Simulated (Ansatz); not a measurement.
# The false plateau in GW convergence: SiO2 (P6_322)

Aim: vary empty bands and screening cutoff apart and together in G0W0 on SiO2 (P6_322).

Method: G0W0 on LDA, plane waves, PAW; PAW set soft_1, in Ansatz 0.2.0.

Report form: the programs' logs are mostly left out.

## (1) The starting structure

The structure is hexagonal, space group P6_322 (No. 182). Conventional cell: a = 5.069 Å, b = 5.069 Å, c = 8.558 Å, α = 90.00°, β = 90.00°, γ = 120.00°. Nearest to Si lie 4 O at 1.60 to 1.61 Å. O has 2 Si at 1.61 Å nearest. O has 2 Si at 1.60 Å nearest. Farther neighbours and most contacts between anions are not listed.

The cell and positions are those that the Materials Project relaxed with its own functionals (PBE, PBE+U or r2SCAN), kept fixed.

## (2) 152 empty bands, screening to 50 eV

G0W0 replaces the xc potential by the self-energy, built once from these orbitals. Only a window of levels is corrected, while the sums run over the empty bands that the input names. This step takes PAW set soft_1 files.

Contents of input.yaml:

```yaml
crystal:
  lattice:
    - [5.0690738885, 0.0, 0.0]
    - [-2.5345369442, 4.3899467611, 0.0]
    - [0.0, 0.0, 8.55848854]
  atoms:
    - { symbol: Si, position: [0.66666667, 0.33333333, 0.9371258] }
    - { symbol: Si, position: [0.66666667, 0.33333333, 0.5628742] }
    - { symbol: Si, position: [0.33333333, 0.66666667, 0.0628742] }
    - { symbol: Si, position: [0.33333333, 0.66666667, 0.4371258] }
    - { symbol: O, position: [0.0, 0.42125874, 0.0] }
    - { symbol: O, position: [0.42125874, 0.42125874, 0.5] }
    - { symbol: O, position: [0.57874126, 0.0, 0.5] }
    - { symbol: O, position: [0.57874126, 0.57874126, 0.0] }
    - { symbol: O, position: [0.0, 0.57874126, 0.5] }
    - { symbol: O, position: [0.66666667, 0.33333333, 0.75] }
    - { symbol: O, position: [0.33333333, 0.66666667, 0.25] }
    - { symbol: O, position: [0.42125874, 0.0, 0.0] }
kpoints:
  mp_grid: { grid: [6, 6, 2] }
hamiltonian:
  xc: lda
  pseudopotentials: { kind: paw, azcp: { folder: soft_1 }, xc_functional: pbe }
scf:
  occupations: { method: fixed }
gw:
  n_empty_bands: 152
  ecut_chi: 50
  qp_bands: [v4, c4]
  qp_kpoints: band_edges
  screening: { model: contour_deformation }
```

Launch:

```
ansatz run input.yaml --threads 2 --pin off --max-ram 92160MiB --backend cuda --events-out ev --progress --plain --runs-dir out --devices 1 --max-vram 13GiB
```

Wall time 31 s (1 × NVIDIA H100 80GB HBM3 (shared by 6 runs) with 2 threads of AMD EPYC 7R13 (Zen 3), shared host); peak memory 1.3 GiB.

Numbers from this step:

```yaml
bands_summed: 184
rpa_eps_infinity_on_this_mesh_eigenvalues: 2.106, 2.106, 2.121
plane_waves_in_the_screening_matrix: 147
q_points_in_the_mesh: 72
g0w0_gap_on_the_mesh: 8.262 eV
k_of_the_valence_top: 0, -0.5, 0
k_of_the_conduction_bottom: 0, 0, 0
starting_gap_on_the_mesh: 5.412 eV
z_at_the_valence_top: 0.8180
z_at_the_conduction_bottom: 0.8843
least_direct_g0w0_gap_on_the_computed_points: 8.284 eV
```

The gap on the mesh goes from 5.41 eV to 8.26 eV, a correction of +2.85 eV. Between the two edge states, bare exchange in place of the xc potential would open the gap by 10.08 eV, and correlation takes back 7.24 eV.

## (3) 794 empty bands, screening to 50 eV

Edit input.yaml of step 2 so:

```diff
@@ -26,3 +26,3 @@
 gw:
-  n_empty_bands: 152
+  n_empty_bands: 794
   ecut_chi: 50
```

Run time: 2.1 min. Hardware: 1 × NVIDIA H100 80GB HBM3 (shared by 6 runs) with 2 threads; peak memory 2.3 GiB; 3.4 min of CPU time.

Numbers from this step:

| Quantity | Value |
| --- | --- |
| bands summed | 826 |
| RPA ε∞ on this mesh (eigenvalues) | 2.109, 2.109, 2.124 |
| plane waves in the screening matrix | 147 |
| G0W0 gap on the mesh | 8.258 eV |
| k of the valence top | 0, -0.5, 0 |
| k of the conduction bottom | 0, 0, 0 |
| starting gap on the mesh | 5.412 eV |
| least direct G0W0 gap on the computed points | 8.279 eV |

Against the run with 6×6×2 mesh, 152 empty bands, screening to 50 eV, PAW set soft_1 files, the gap moves by −0.004 eV.

## (4) 432 empty bands, screening to 100 eV

Another rung: the empty bands reach about as high as the screening cutoff, so the two stay in balance.

Edit input.yaml of step 3 so:

```diff
@@ -26,4 +26,4 @@
 gw:
-  n_empty_bands: 794
-  ecut_chi: 50
+  n_empty_bands: 432
+  ecut_chi: 100
   qp_bands: [v4, c4]
```

The job ended after 60 s (1 × NVIDIA H100 80GB HBM3 (shared by 6 runs) with 2 threads; peak memory 2 GiB; 86 s of CPU time).

The G0W0 gap on the mesh is 8.377 eV.

## (5) 2247 empty bands, screening to 100 eV

Edit input.yaml of step 4 so:

```diff
@@ -26,3 +26,3 @@
 gw:
-  n_empty_bands: 432
+  n_empty_bands: 2247
   ecut_chi: 100
```

Run time: 10 min. Hardware: 1 × NVIDIA H100 80GB HBM3 (shared by 6 runs) with 2 threads; peak memory 6.7 GiB.

The G0W0 gap on the mesh is 8.435 eV.

## (6) 152 empty bands, screening to 150 eV

Edit input.yaml of step 5 so:

```diff
@@ -26,4 +26,4 @@
 gw:
-  n_empty_bands: 2247
-  ecut_chi: 100
+  n_empty_bands: 152
+  ecut_chi: 150
   qp_bands: [v4, c4]
```

Elapsed: 37 s, on 1 × NVIDIA H100 80GB HBM3 (shared by 6 runs) with 2 threads; peak memory 2.5 GiB; 50 s of CPU time.

The G0W0 gap on the mesh is 8.263 eV.

## (7) 794 empty bands, screening to 150 eV

Edit input.yaml of step 6 so:

```diff
@@ -26,3 +26,3 @@
 gw:
-  n_empty_bands: 152
+  n_empty_bands: 794
   ecut_chi: 150
```

Wall time 2.4 min (1 × NVIDIA H100 80GB HBM3 (shared by 6 runs) with 2 threads); peak memory 3.3 GiB.

The G0W0 gap on the mesh is 8.567 eV.

## (8) 1411 empty bands, screening to 220 eV

Edit input.yaml of step 7 so:

```diff
@@ -26,4 +26,4 @@
 gw:
-  n_empty_bands: 794
-  ecut_chi: 150
+  n_empty_bands: 1411
+  ecut_chi: 220
   qp_bands: [v4, c4]
```

The job ended after 5.2 min (1 × NVIDIA H100 80GB HBM3 (shared by 6 runs) with 2 threads; peak memory 6.9 GiB).

The G0W0 gap on the mesh is 8.691 eV.

## (9) 432 empty bands, screening to 300 eV

Edit input.yaml of step 8 so:

```diff
@@ -26,4 +26,4 @@
 gw:
-  n_empty_bands: 1411
-  ecut_chi: 220
+  n_empty_bands: 432
+  ecut_chi: 300
   qp_bands: [v4, c4]
```

Elapsed: 96 s, on 1 × NVIDIA H100 80GB HBM3 (shared by 6 runs) with 2 threads; peak memory 11 GiB.

The G0W0 gap on the mesh is 8.490 eV.

## (10) The grid

Start LDA, 6×6×2 mesh. Times are wall times on 1 × NVIDIA H100 80GB HBM3 (shared by 6 runs) with 2 threads of AMD EPYC 7R13 (Zen 3), shared host, good to a factor of about two.

| cutoff (eV) | plane waves at q = 0 | bands summed | gap (eV) | Σc valence (eV) | Σc conduction (eV) | time |
| --- | --- | --- | --- | --- | --- | --- |
| 50 | 147 | 184 | 8.262 | 4.34 | -2.90 | 31 s |
| 50 | 147 | 826 | 8.258 | 4.14 | -3.09 | 2.1 min |
| 100 | 403 | 464 | 8.377 | 4.17 | -2.95 | 60 s |
| 100 | 403 | 2279 | 8.435 | 4.02 | -3.04 | 10 min |
| 150 | 761 | 184 | 8.263 | 4.50 | -2.74 | 37 s |
| 150 | 761 | 826 | 8.567 | 3.96 | -2.97 | 2.4 min |
| 220 | 1377 | 1443 | 8.691 | 3.79 | -3.02 | 5.2 min |
| 300 | 2251 | 464 | 8.490 | 4.11 | -2.89 | 96 s |

## (11) Results

- 184 bands, 50 eV: 8.262 eV
- 826 bands, 50 eV: 8.258 eV
- 464 bands, 100 eV: 8.377 eV
- 2279 bands, 100 eV: 8.435 eV
- 184 bands, 150 eV: 8.263 eV
- 826 bands, 150 eV: 8.567 eV
- 1443 bands, 220 eV: 8.691 eV
- 464 bands, 300 eV: 8.490 eV
- estimated limit along the diagonal: 8.86 eV
- mesh and start: 6×6×2, LDA

What this shows: At 50 eV, going from 184 to 826 bands moves the gap by −0.004 eV. At 100 eV, going from 464 to 2279 bands moves the gap by +0.06 eV. At 150 eV, going from 184 to 826 bands moves the gap by +0.30 eV. At 184 bands, raising the cutoff from 50 to 150 eV moves it by +0.001 eV. At 826 bands, raising the cutoff from 50 to 150 eV moves it by +0.31 eV. At 464 bands, raising the cutoff from 100 to 300 eV moves it by +0.11 eV. Along the diagonal, where both rise together, the two highest rungs point to 8.86 eV. Gaps are over the mesh's points; an edge off the mesh would be missed. A low cutoff hides what high bands add, so a band series at one cutoff can look settled before the gap is.

[Paths, hosts, dates, memory and timing lines, banners, echoed tables and standing remarks are left out of the program output.]

[Logs are printed without paths, hosts, clocks, repeated set-up lines and the standing remarks that a program may print on its own settings, such as how far it seeks lower states.]

[Runs of the session that timed out or met a known fault of the program may be left out.]

[Cells called generated may have been cut or substituted from an entry of the Crystallography Open Database or the Materials Project.]

[Hosts, paths, dates, database ids (printed as entryN), source tags and the programs' standing remarks are cut or masked in the printed files.]
